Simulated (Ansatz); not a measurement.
# Phonons of BeCo (Pm-3m) against volume

Wanted: mode Grüneisen parameters of BeCo (Pm-3m).

Program: Ansatz 0.2.0. Level of theory: DFT PBEsol, scalar-relativistic, plane waves, PseudoDojo norm-conserving pseudopotentials. Results are calculated unless marked as measured.

**1. The structure**

It takes space group Pm-3m (No. 221, cubic). The conventional cell has a = 2.568 Å, b = 2.568 Å, c = 2.568 Å, α = 90.00°, β = 90.00°, γ = 90.00°. Be has 8 Co at 2.22 Å nearest. Co has 8 Be at 2.22 Å nearest. Farther neighbours are not listed.

**2. The dispersion**

The cell comes from relaxations at this level that are not shown. Stability and thermal properties need the whole zone. Linear response on a 2×2×2 q mesh gives force constants as far as a supercell of that size would.

Contents of input.yaml:

```yaml
crystal:
  lattice:
    - [2.5675119103, 0.0, 0.0]
    - [0.0, 2.5675119103, 0.0]
    - [0.0, 0.0, 2.5675119103]
  atoms:
    - { symbol: Be, position: [0.0, 0.0, 0.0] }
    - { symbol: Co, position: [0.5, 0.5, 0.5], spin: -0.45 }
kpoints:
  mp_grid: { grid: [16, 16, 16] }
hamiltonian:
  xc: pbesol
  pseudopotentials: { kind: nc, accuracy: standard }
scf:
  occupations: { method: gaussian, width: 0.15 }
output:
  eigenvalues: true
  populations: true
magnetization:
  spin_polarized: true
phonons:
  method: dfpt
  qmesh: [2, 2, 2]
  temperatures: { t_max: 1000, t_step: 50 }
  qpath:
    path:
      - [[0.0, 0.0, 0.0], [0.0, 0.5, 0.0], [0.5, 0.5, 0.0], [0.0, 0.0, 0.0], [0.5, 0.5, 0.5], [0.0, 0.5, 0.0]]
      - [[0.5, 0.5, 0.5], [0.5, 0.5, 0.0]]
    npoints: 10
```

Started as:

```console
ansatz run input.yaml --threads 4 --pin off --max-ram 7168MiB --backend cpu --events-out ev --progress --plain --runs-dir out
```

Numbers of over 12 decimals in the logs are rounded to 6 here.

Log:

```text
Engine: ansatz 0.2.0, aarch64-unknown-linux-gnu
Pseudopotentials: kind: nc
Pseudopotential: Be, nc, valence charge 4, recommended cutoff 1197.300995 eV (normal), Be.nc.azcp (PseudoDojo's, or run here from an input of PseudoDojo's; its table is named by hamiltonian.pseudopotentials.accuracy)
Pseudopotential: Co, nc, valence charge 17, recommended cutoff 1306.14654 eV (normal), Co.nc.azcp (PseudoDojo's, or run here from an input of PseudoDojo's; its table is named by hamiltonian.pseudopotentials.accuracy)
Functional definition: PBEsol
  exchange = pbesol_x
  correlation = pbesol_c
Crystal: 2 atoms, lattice volume = 16.925 Å³
Basis set: ecut = 1306.14654 eV, 1839 PW (Γ), exchange–correlation on 64×64×64 points (8 copies of the dense FFT grid, shifted against one another)
Bands: 15, of which v1, the nominal top of the filled ones, is band 11 counted from 1 (10 counted from 0)
Symmetry: 48 space group operations
Space group: Pm-3m (ITA 221), of the structure as read, at distance tolerance 2.6e-5 Å
Magnetic group: BNS 221.92 (UNI 1594), of the structure as read, at distance tolerance 2.6e-5 Å
k-points: 165 of 4096
Non-local potential: Be, projectors of the file, l = 0: 2, l = 1: 2
Non-local potential: Co, projectors of the file, l = 0: 2, l = 1: 2, l = 2: 2
Initial density: superposition of atomic densities (chi_scale 0.1, normalization cell)
Starting moments: Σ|m| = 0.45 μB on 1 of 2 sites
Initial wavefunctions: pseudopotential atomic-orbital guess
Functional: x = pbesol(κ = 0.804, μ = 0.123457), c = pbesol(β = 0.046)
SCF 1 converged in 10 iterations: F = -4537.102029 eV  dr2 = 8.54e-12
a single point of the input's cell can leave the moments in the input for a lower state (scf.lower_state_search): this run first made a single point of its cell. This run's own SCFs start from the density of the state that the single point found, with the moments in the input. The single point stayed on the moments in the input.
Initial density: read from a saved state, or passed on in memory by an earlier SCF of this step, an earlier step, the calling program or the single point that the run made first
Stability of the state it starts from, as read at its close in the collinear treatment: not read negative (Ritz values of 1 − χ₀K, real part plus size of imaginary part, from 0.35 to 0.39, by its mixing steps under the symmetry group of the SCF that read it); its run was given moments
Starting moments: Σ|m| = 0.45 μB on 1 of 2 sites; this step starts from the density that it was given
iter 1 solved again at ethr=4.35e-7 eV; its pass at ethr=3.10e-3 eV (dr2=9.13e-5 eV) is discarded
SCF iter   1: F=—  HF=-4537.102046 eV  |F-HF|=—  |Δ(HF+E_count)|=         —  Δρ=1.75e-6 (↑8.75e-7 ↓1.75e-6)  dr2=3.12e-10  dr2_m=6.50e-11  M=-0.391 μB ∫|m|=0.452 μB  β_m=0.30  ethr=4.35e-7  ⟨swp⟩=3.1  Hψ=40815  notcnv=0
eigensolver tolerance schedule: the retry pair's looser diagonalisation over-reported the residual by 292798.40 of it (diagonalisation noise at an unbounded share of the residual, at the tolerance the schedule requests for it); recorded, not acted on — ethr = c·dr2/N_el stays at c = 1.0e-1
preconditioner: auto → none  [metal: Δε(μ)=0.010 eV  Ē_g=10.287 eV  σ=0.150 eV  W_gap=0.04  n_scr=6 (ndim 8)  ℏωp=29.9 eV  f_vac=0.000  D(μ)=1.69/eV (n_scr^D=26)]
SCF iter   2: F=—  HF=-4537.102029 eV  |F-HF|=—  |Δ(HF+E_count)|=   1.73e-5  Δρ=7.04e-7 (↑5.05e-7 ↓7.04e-7)  dr2=1.18e-10  dr2_m=8.92e-12  M=-0.391 μB ∫|m|=0.452 μB  β_m=0.26  ethr=1.48e-12  ⟨swp⟩=4.4  Hψ=14292  notcnv=0
SCF iter   3: F=—  HF=-4537.102029 eV  |F-HF|=—  |Δ(HF+E_count)|=  2.36e-11  Δρ=4.37e-7 (↑2.60e-7 ↓4.37e-7)  dr2=1.55e-11  dr2_m=7.14e-12  M=-0.391 μB ∫|m|=0.452 μB  β_m=0.24  ethr=1.00e-12  ⟨swp⟩=1.0  Hψ=4955  notcnv=0
SCF iter   4: F=—  HF=-4537.102029 eV  |F-HF|=—  |Δ(HF+E_count)|=  9.09e-13  Δρ=3.61e-7 (↑2.09e-7 ↓3.61e-7)  dr2=1.04e-11  dr2_m=5.12e-12  M=-0.391 μB ∫|m|=0.452 μB  β_m=0.62  ethr=1.00e-12  ⟨swp⟩=6.5  Hψ=22613  notcnv=0
SCF iter   5: F=-4537.102029 eV  HF=-4537.102029 eV  |F-HF|=1.82e-12  |Δ(HF+E_count)|=  9.09e-13  Δρ=1.11e-7 (↑7.21e-8 ↓1.11e-7)  dr2=1.35e-12  dr2_m=2.46e-13  M=-0.391 μB ∫|m|=0.452 μB  ethr=1.00e-12  ⟨swp⟩=5.2  Hψ=18836  notcnv=0
SCF 2 converged in 5 iterations: F = -4537.102029 eV  dr2 = 1.35e-12
iter 1 solved again at ethr=4.35e-7 eV; its pass at ethr=3.10e-3 eV (dr2=9.13e-5 eV) is discarded
SCF iter   1: F=—  HF=-4537.102047 eV  |F-HF|=—  |Δ(HF+E_count)|=         —  Δρ=1.80e-6 (↑8.67e-7 ↓1.80e-6)  dr2=3.06e-10  dr2_m=6.50e-11  M=-0.391 μB ∫|m|=0.452 μB  β_m=0.30  ethr=4.35e-7  ⟨swp⟩=3.1  Hψ=40808  notcnv=0
eigensolver tolerance schedule: the retry pair's looser diagonalisation over-reported the residual by 298455.99 of it (diagonalisation noise at an unbounded share of the residual, at the tolerance the schedule requests for it); recorded, not acted on — ethr = c·dr2/N_el stays at c = 1.0e-1
SCF iter   2: F=—  HF=-4537.102029 eV  |F-HF|=—  |Δ(HF+E_count)|=   1.83e-5  Δρ=5.94e-7 (↑4.51e-7 ↓5.94e-7)  dr2=1.06e-10  dr2_m=4.13e-12  M=-0.391 μB ∫|m|=0.452 μB  β_m=0.26  ethr=1.46e-12  ⟨swp⟩=4.5  Hψ=14344  notcnv=0
SCF iter   3: F=—  HF=-4537.102029 eV  |F-HF|=—  |Δ(HF+E_count)|=  1.91e-11  Δρ=3.68e-7 (↑2.05e-7 ↓3.68e-7)  dr2=1.29e-11  dr2_m=2.50e-12  M=-0.391 μB ∫|m|=0.452 μB  β_m=0.22  ethr=1.00e-12  ⟨swp⟩=1.0  Hψ=4952  notcnv=0
SCF iter   4: F=-4537.102029 eV  HF=-4537.102029 eV  |F-HF|=6.37e-12  |Δ(HF+E_count)|=  1.82e-12  Δρ=2.99e-7 (↑1.55e-7 ↓2.99e-7)  dr2=8.84e-12  dr2_m=1.73e-12  M=-0.391 μB ∫|m|=0.452 μB  ethr=1.00e-12  ⟨swp⟩=3.5  Hψ=13449  notcnv=0
SCF 3 converged in 4 iterations: F = -4537.102029 eV  dr2 = 8.84e-12
phonons: the bands overlap, so this run is a metal and interpolates without the dipole-dipole term. If the crystal is really an insulator or semiconductor, its LO-TO splitting is missing
NSCF: frozen V_eff on 165 k-points
WARN: eigensolver did not converge (σ=↑ k=82): 1 band(s) unlocked after 20 sweeps at ethr=1.04e-12 eV (storage-precision floor; scheduled 1.00e-12 eV) (lowest unlocked band 14, counted from 0; max residual 4.17e-6 eV among the unlocked bands, 4.17e-6 eV over every band; other slots of this pass that fall short are told together in one closing line; warning suppressed until the next SCF loop or pass starts)
WARN: eigensolver did not converge in 5 slots of this pass, the one above among them; of largest residual over every band (σ=↓ k=83): 1 band(s) unlocked (lowest unlocked band 14, counted from 0; max residual 3.65e-5 eV among the unlocked bands, 3.65e-5 eV over every band); of lowest unlocked band (σ=↑ k=82): band 14
NSCF: frozen V_eff on 405 k-points
DFPT response loops at q = (0, 0, 0) (fractional): preconditioner auto → Kerker (q_TF=auto, 2.828 Å⁻¹) (partly filled bands, converged f_vac=0.000); β = 1.00, the filter's whole step (`scf.mixing.beta` (0.30) is not read by the response loops under this deck's `scf.mixing.preconditioner`; to damp them name `kerker` or `kerker_dos`, under which they read `scf.mixing.beta`, and type it under 1.00, their step now; both keys bind the ground state too); Broyden in place of MSR1
NSCF: frozen V_eff on 1458 k-points
DFPT response loops at q = (0, 0, -0.5) (fractional): mixed as the last ones told, above
NSCF: frozen V_eff on 1458 k-points
DFPT response loops at q = (0, -0.5, -0.5) (fractional): mixed as the last ones told, above
NSCF: frozen V_eff on 810 k-points
DFPT response loops at q = (-0.5, -0.5, -0.5) (fractional): mixed as the last ones told, above
SCF converged after 5 iterations
Magnetization: -0.3911 μB (10.3044 up, 10.6956 down)
Absolute magnetization: 0.4519 μB (∫|ρ↑−ρ↓|)
Spin contamination: 0.0027 ħ² per cell (⟨S²⟩ above its minimum at these occupations)
Per-site moments (μB) at R_I (Å): [(0.018265, 0.917206), (-0.412539, 0.917206)]
Free energy (F): -4537.102029 eV
Harris-Foulkes:  -4537.102029 eV  (|F-HF|=1.82e-12)
Internal energy: -4537.082963 eV  (E = F + TS)
E sigma→0 (E₀):  -4537.092496 eV
Entropy (-TS):   -0.019065 eV (-9.533 meV/atom)
Fermi energy:    15.727284 eV
--- Per-component energies (eV) ---
  E_band       = -426.927845
  E_kinetic    = 2079.604917
  E_local      = -3480.408198  (includes V_loc(G=0)·N_el)
  E_nonlocal   = -791.469928
  E_hartree    = 1210.861483
  E_xc         = -823.147112
  E_vxc        = -656.377591  (∫ρ·V_xc dr)
  E_ewald      = -2732.524125
  E_smearing   = -0.019065  (= −TS)
  E_closure    = -0.000000  (closes the sum)
  Σ components = -4537.102029   (vs F -4537.102029, Δ=0.00e0)
--- Band table (eV; the first three rows and the last of 330) ---
  k-point 0 ↑: bands = [... 7 lower, 13.0163, 15.9599, 15.9599, 15.9599, 23.5640, 23.5640, 23.5640, 31.3129]
  k-point 1 ↑: bands = [... 7 lower, 13.0356, 15.8960, 15.8960, 15.9640, 23.1085, 23.7060, 23.7060, 31.3128]
  k-point 2 ↑: bands = [... 7 lower, 13.0908, 15.7225, 15.7225, 15.9757, 22.0336, 24.1139, 24.1139, 31.3125]
  k-point 164 ↓: bands = [... 7 lower, 11.5395, 16.2280, 16.2280, 22.5098, 22.5098, 22.5098, 23.1890, 23.1890]
--- Phonons (Γ-DFPT): 2 representative perturbations + reference (Σ response iterations 6) ---
  ASR residual: 2.705e-4 → 0.000e0 eV/Å²; symmetrization residual: 4.291e-7 eV/Å²
  ASR residual per site (eV/Å²): 5.08e-5 2.71e-4
  Γ frequencies (cm⁻¹): 0.00 0.00 0.00 542.58 542.58 542.58
--- Phonons (arbitrary-q DFPT): 4 irreducible q on the 2×2×2 mesh ---
  q = [0.0000, 0.0000, 0.0000] (star 1, of the zone-centre solve; hermiticity 1.01e-7, symmetrization 5.04e-15): -0.00 0.00 0.00 542.58 542.58 542.58
  q = [0.0000, 0.0000, -0.5000] (star 3, 4 solved perturbations in 2268 linear systems a pass and spin channel, the states on 729 of 4096 k-point pairs; hermiticity 4.34e-13, symmetrization 7.00e-13, the responses' own estimated error 3.9e-5 eV/Å²): 213.47 213.47 264.46 466.42 531.68 531.68
  q = [0.0000, -0.5000, -0.5000] (star 3, 4 solved perturbations in 2268 linear systems a pass and spin channel, the states on 729 of 4096 k-point pairs; hermiticity 3.00e-8, symmetrization 2.37e-13, the responses' own estimated error 3.9e-5 eV/Å²): 124.42 124.42 243.91 509.80 541.21 541.21
  q = [-0.5000, -0.5000, -0.5000] (star 1, 2 solved perturbations on 405 of 4096 k-point pairs; hermiticity 1.68e-12, symmetrization 1.81e-12, the responses' own estimated error 3.8e-5 eV/Å²): 264.17 264.17 264.17 533.78 533.78 533.78
  sum rule: each row above includes the acoustic sum rule's correction from the zone centre's row sums; it moved no ω² by more than (1.24 cm⁻¹)²
  mesh force constants: q→R imaginary residual 2.26e-17; ASR residual 2.705e-4 → 0.000e0 eV/Å²; symmetrization residual 1.954e-14 eV/Å²
  interpolated dispersion: 62 rows × 6 modes
  density of states and harmonic sums: on the 24×24×24 q-mesh, interpolated from the force constants of a 2×2×2 supercell (no non-analytic term)
  largest difference from the sums on the solved wave vectors: F 5.45e-2 eV, S 8.68e-5 and C_V 3.23e-5 eV/K
  zero-point energy: 0.133809 eV/cell   skipped modes (ω ≤ 0): 3   left out of the sums: 3.62e-5 of the cell's modes: C_V's classical limit lies that fraction below 3 k_B per atom; for a crystal, a wire or a layer, F and S can be off by more, and a phonons.interpolated_qmesh denser along its periods is the remedy for the sampling
--- Löwdin populations: 2 sites ---
  site symbol       q [e]    m [muB]
     0     Be      3.0524     0.0049
     1     Co     17.2138    -0.4201
  spilling = 0.034944 (of n_electrons = 21.000000)
```

Wall time 3.9 min (4 threads of Arm Neoverse V2, shared host); peak memory 3.7 GiB; 15 min of CPU time.

The column dr2 measures how far the density is from self-consistency, as an energy; F and HF (Harris–Foulkes) agree once it is small.

This step gave:

```yaml
magnetization: -0.3911 μB
absolute_magnetization: 0.4519 μB
site_moments: 0.01826, -0.4125 μB
volume_per_atom: 8.463 Å³
gap_on_the_k_mesh: 0 eV
sum_rule_residual_before_enforcement: 2.71e-4 eV/Å²
lowest_frequency_on_the_path: 0 cm⁻¹
point_group: m-3m
highest_frequency_on_the_path_or_at_a_solved_wavevector: 543.1 cm⁻¹
mean_frequency: 359.8 cm⁻¹
highest_optical_mode_at_the_zone_centre_no_lo_to_term: 542.6 cm⁻¹
lowest_optical_zone_centre_mode: 542.6 cm⁻¹
lowest_mode_on_the_q_mesh_acoustic_modes_at_gamma_apart: 124.4 cm⁻¹
edges_of_the_widest_gap_between_branches_on_path_and_mesh: 264.5, 466.4 cm⁻¹
```

Frequencies (cm⁻¹) solved at each irreducible wavevector; negative means imaginary. Frequencies by wavevector, by row:

```csv
q in reciprocal lattice units,star,mode 1,mode 2,mode 3,mode 4,mode 5,mode 6
0 0 0,1,0,0,0,542.6,542.6,542.6
0 0 -0.5,3,213.5,213.5,264.5,466.4,531.7,531.7
0 -0.5 -0.5,3,124.4,124.4,243.9,509.8,541.2,541.2
-0.5 -0.5 -0.5,1,264.2,264.2,264.2,533.8,533.8,533.8
```

Symmetry leaves 4 wavevectors to solve. The lowest mode among them, the acoustic zeros apart, lies at q = (0, -0.5, -0.5) and is real, 124 cm⁻¹.

**3. Relaxing at another volume, volume ratio 0.97**

The volume is scaled by 0.97 and held; symmetry leaves nothing to relax, so this is a single point. The modes can then be followed against volume.

input.yaml, the sections that differ from step 2:

```yaml
crystal:
  lattice:
    - [2.5415756733, 0.0, 0.0]
    - [0.0, 2.5415756733, 0.0]
    - [0.0, 0.0, 2.5415756733]
  atoms:
    - { symbol: Be, position: [0.0, 0.0, 0.0] }
    - { symbol: Co, position: [0.5, 0.5, 0.5], spin: -0.45 }
output:
  forces: true
  stress: true
  eigenvalues: true
  populations: true
# kpoints, hamiltonian, scf, magnetization: as in step 2
# phonons: removed
```

Log:

```text
[...]
Crystal: 2 atoms, lattice volume = 16.418 Å³
Basis set: ecut = 1306.14654 eV, 1791 PW (Γ), exchange–correlation on 60×60×60 points (8 copies of the dense FFT grid, shifted against one another)
Bands: 15, of which v1, the nominal top of the filled ones, is band 11 counted from 1 (10 counted from 0)
Symmetry: 48 space group operations
[...]
k-point 2 ↑: bands = [... 7 lower, 13.5406, 16.2854, 16.2854, 16.5502, 22.7526, 24.8642, 24.8642, 32.1726]
  k-point 164 ↓: bands = [... 7 lower, 11.9633, 16.8602, 16.8602, 23.2456, 23.2456, 23.2456, 23.9696, 23.9696]
--- Löwdin populations: 2 sites ---
  site symbol       q [e]    m [muB]
     0     Be      3.0488     0.0041
     1     Co     17.2224    -0.3955
  spilling = 0.034706 (of n_electrons = 21.000000)
[key lines of the parts left out:]
SCF converged after 10 iterations
Magnetization: -0.3698 μB (10.3151 up, 10.6849 down)
Free energy (F): -4537.091380 eV
Fermi energy:    16.300112 eV
P = ⅓ Tr σ = 6.8977 GPa (68.977 kbar)
```

Wall time 7.6 s (4 threads); peak memory 0.52 GiB; 29 s of CPU time.

Numbers from this step:

```
magnetization          : -0.3698 μB
absolute magnetization : 0.4238 μB
site moments           : 0.01640, -0.3876 μB
pressure               : 6.898 GPa
volume per atom        : 8.209 Å³
```

The cell carries a net spin moment of 0.37 μB and an absolute one of 0.42 μB.

**4. Phonons at the other volume, volume ratio 0.97**

The phonons are repeated at this volume on the same k and q meshes.

input.yaml, the sections that differ from step 3:

```yaml
crystal:
  lattice:
    - [2.5415756733, 0.0, 0.0]
    - [0.0, 2.5415756733, 0.0]
    - [0.0, 0.0, 2.5415756733]
  atoms:
    - { symbol: Be, position: [0.0, 0.0, 0.0] }
    - { symbol: Co, position: [0.5, 0.5, 0.5], spin: -0.43 }
output:
  eigenvalues: true
  populations: true
phonons:
  method: dfpt
  qmesh: [2, 2, 2]
  temperatures: { t_max: 1000, t_step: 50 }
  qpath:
    path:
      - [[0.0, 0.0, 0.0], [0.0, 0.5, 0.0], [0.5, 0.5, 0.0], [0.0, 0.0, 0.0], [0.5, 0.5, 0.5], [0.0, 0.5, 0.0]]
      - [[0.5, 0.5, 0.5], [0.5, 0.5, 0.0]]
    npoints: 10
# kpoints, hamiltonian, scf, magnetization: as in step 3
```

Log:

```text
[...]
Crystal: 2 atoms, lattice volume = 16.418 Å³
Basis set: ecut = 1306.14654 eV, 1791 PW (Γ), exchange–correlation on 60×60×60 points (8 copies of the dense FFT grid, shifted against one another)
Bands: 15, of which v1, the nominal top of the filled ones, is band 11 counted from 1 (10 counted from 0)
Symmetry: 48 space group operations
[...]
k-points: 165 of 4096
[...]
Starting moments: Σ|m| = 0.43 μB on 1 of 2 sites
[...]
SCF 1 converged in 10 iterations: F = -4537.091380 eV  dr2 = 3.77e-8
[...]
SCF iter   5: F=-4537.091380 eV  HF=-4537.091380 eV  |F-HF|=1.82e-12  |Δ(HF+E_count)|=  2.73e-12  Δρ=1.50e-7 (↑1.50e-7 ↓1.32e-7)  dr2=1.06e-12  dr2_m=2.48e-12  M=-0.370 μB ∫|m|=0.424 μB  ethr=1.00e-12  ⟨swp⟩=5.4  Hψ=18663  notcnv=0
SCF 2 converged in 5 iterations: F = -4537.091380 eV  dr2 = 1.06e-12
[...]
SCF iter   3: F=-4537.091380 eV  HF=-4537.091380 eV  |F-HF|=6.37e-12  |Δ(HF+E_count)|=  1.09e-11  Δρ=3.27e-7 (↑2.66e-7 ↓3.27e-7)  dr2=9.92e-12  dr2_m=2.67e-12  M=-0.370 μB ∫|m|=0.424 μB  ethr=1.00e-12  ⟨swp⟩=3.3  Hψ=18118  notcnv=0
SCF 3 converged in 3 iterations: F = -4537.091380 eV  dr2 = 9.92e-12
[...]
NSCF: frozen V_eff on 165 k-points
[...]
SCF converged after 5 iterations
Magnetization: -0.3698 μB (10.3151 up, 10.6849 down)
Absolute magnetization: 0.4238 μB (∫|ρ↑−ρ↓|)
[...]
Per-site moments (μB) at R_I (Å): [(0.016395, 0.907941), (-0.387577, 0.907941)]
Free energy (F): -4537.091380 eV
[...]
Internal energy: -4537.072535 eV  (E = F + TS)
E sigma→0 (E₀):  -4537.081958 eV
Entropy (-TS):   -0.018845 eV (-9.422 meV/atom)
Fermi energy:    16.299995 eV
[...]
--- Band table (eV; the first three rows and the last of 330) ---
  k-point 0 ↑: bands = [... 7 lower, 13.4629, 16.5336, 16.5336, 16.5336, 24.2978, 24.2978, 24.2978, 32.1844]
  k-point 1 ↑: bands = [... 7 lower, 13.4829, 16.4668, 16.4668, 16.5379, 23.8382, 24.4441, 24.4441, 32.1815]
  k-point 2 ↑: bands = [... 7 lower, 13.5405, 16.2852, 16.2852, 16.5501, 22.7526, 24.8642, 24.8642, 32.1726]
  k-point 164 ↓: bands = [... 7 lower, 11.9633, 16.8601, 16.8601, 23.2456, 23.2456, 23.2456, 23.9695, 23.9695]
[...]
ASR residual: 2.508e-4 → 0.000e0 eV/Å²; symmetrization residual: 5.112e-7 eV/Å²
  ASR residual per site (eV/Å²): 7.67e-5 2.51e-4
  Γ frequencies (cm⁻¹): 0.00 0.00 0.00 566.88 566.88 566.88
--- Phonons (arbitrary-q DFPT): 4 irreducible q on the 2×2×2 mesh ---
[...]
interpolated dispersion: 62 rows × 6 modes
[...]
--- Löwdin populations: 2 sites ---
  site symbol       q [e]    m [muB]
     0     Be      3.0488     0.0041
     1     Co     17.2224    -0.3955
  spilling = 0.034704 (of n_electrons = 21.000000)
```

Elapsed: 3.8 min, on 4 threads; peak memory 3.6 GiB.

This step gave:

| Item | Value |
| --- | --- |
| sum-rule residual before enforcement | 2.51e-4 eV/Å² |
| highest frequency on the path or at a solved wavevector | 569.9 cm⁻¹ |
| mean frequency | 376.8 cm⁻¹ |
| highest optical mode at the zone centre (no LO-TO term) | 566.9 cm⁻¹ |
| lowest optical zone-centre mode | 566.9 cm⁻¹ |
| lowest mode on the q mesh (acoustic modes at Γ apart) | 132.8 cm⁻¹ |
| edges of the widest gap between branches, on path and mesh | 281, 495.6 cm⁻¹ |

Frequencies (cm⁻¹) solved at each irreducible wavevector; negative means imaginary. Frequencies by wavevector, by row:

```csv
q in reciprocal lattice units,star,mode 1,mode 2,mode 3,mode 4,mode 5,mode 6
0 0 0,1,0,0,0,566.9,566.9,566.9
0 0 -0.5,3,221.1,221.1,281,495.6,553.6,553.6
0 -0.5 -0.5,3,132.8,132.8,250.8,530.5,569.2,569.2
-0.5 -0.5 -0.5,1,278.8,278.8,278.8,558,558,558
```

The highest optical mode at the zone centre (no LO-TO term) is 566.9 cm⁻¹, +24.3 cm⁻¹ against the base run.

(Part 1 of 2 ends here.)

[Logs are printed without paths, hosts, clocks, repeated set-up lines and the standing remarks that a program may print on its own settings, such as how far it seeks lower states.]

[Hosts, paths, dates, database ids (printed as entryN), source tags and the programs' standing remarks are cut or masked in the printed files.]
